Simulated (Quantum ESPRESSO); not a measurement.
Computed results, one entry a study.

### As2Pt (Sperrylite): parallel and opposed starts

The structure is cubic, space group Pa-3 (No. 205). Conventional cell: a = 5.966 Å, b = 5.966 Å, c = 5.966 Å, α = 90.00°, β = 90.00°, γ = 90.00°. As has 1 As at 2.42 Å and 3 Pt at 2.49 Å nearest. Nearest to Pt lie 6 As at 2.49 Å. Farther neighbours are not listed.

```
CELL_PARAMETERS angstrom
5.96650 0.00000 0.00000
0.00000 5.96650 0.00000
0.00000 0.00000 5.96650
ATOMIC_POSITIONS crystal
As 0.38300 0.38300 0.38300
As 0.11700 0.61700 0.88300
As 0.88300 0.11700 0.61700
As 0.61700 0.88300 0.11700
As 0.61700 0.61700 0.61700
As 0.88300 0.38300 0.11700
As 0.11700 0.88300 0.38300
As 0.38300 0.11700 0.88300
Pt 0.00000 0.00000 0.00000
Pt 0.50000 0.00000 0.50000
Pt 0.50000 0.50000 0.00000
Pt 0.00000 0.50000 0.50000
```

```yaml
method: LDA; plane waves with GBRV 1.5 LDA potentials, no spin-orbit coupling (and 1 further level or step)
program: Quantum ESPRESSO 7.5
settings_of_one_run: GBRV 1.5 LDA, potential files Pt: pt_lda_v1.4.uspp.F.UPF, As: as_lda_v1.uspp.F.UPF, cutoff 544.23 eV, 4×4×4 k-mesh, 69 bands, fermi-dirac occupations, smearing width 0.1 eV, collinear spin, SCF threshold 2.40e-8, mesh matched on, starting moments 0 0 0 0 0 0 0 0 0.6 0.6 0.6 0.6 μB
cost: 3 runs, 5.1 min in all on 4 MPI ranks of Arm Neoverse V2, shared host (the runs of this entry)
lowest_state_found: non-magnetic (from ferro ++++, antiferro ++-- and ferri +++-)
largest_site_moment: 0 μB
```

The lowest state carries no moment, and no start kept one. Only these 3 starts were compared; other wavevectors, canted and longer-period orders were not.

[Logs and program files are shortened in this print: banners, set-up blocks, solver, clock and traceback lines can be left out without a mark of their own.]

[Logs are printed without paths, hosts, clocks, repeated set-up lines and the standing remarks that a program may print on its own settings, such as how far it seeks lower states.]

[Hosts, paths, dates, database ids (printed as entryN), source tags and the programs' standing remarks are cut or masked in the printed files.]

[Where a cell is said to come from a database of computed structures, the database is the Materials Project.]
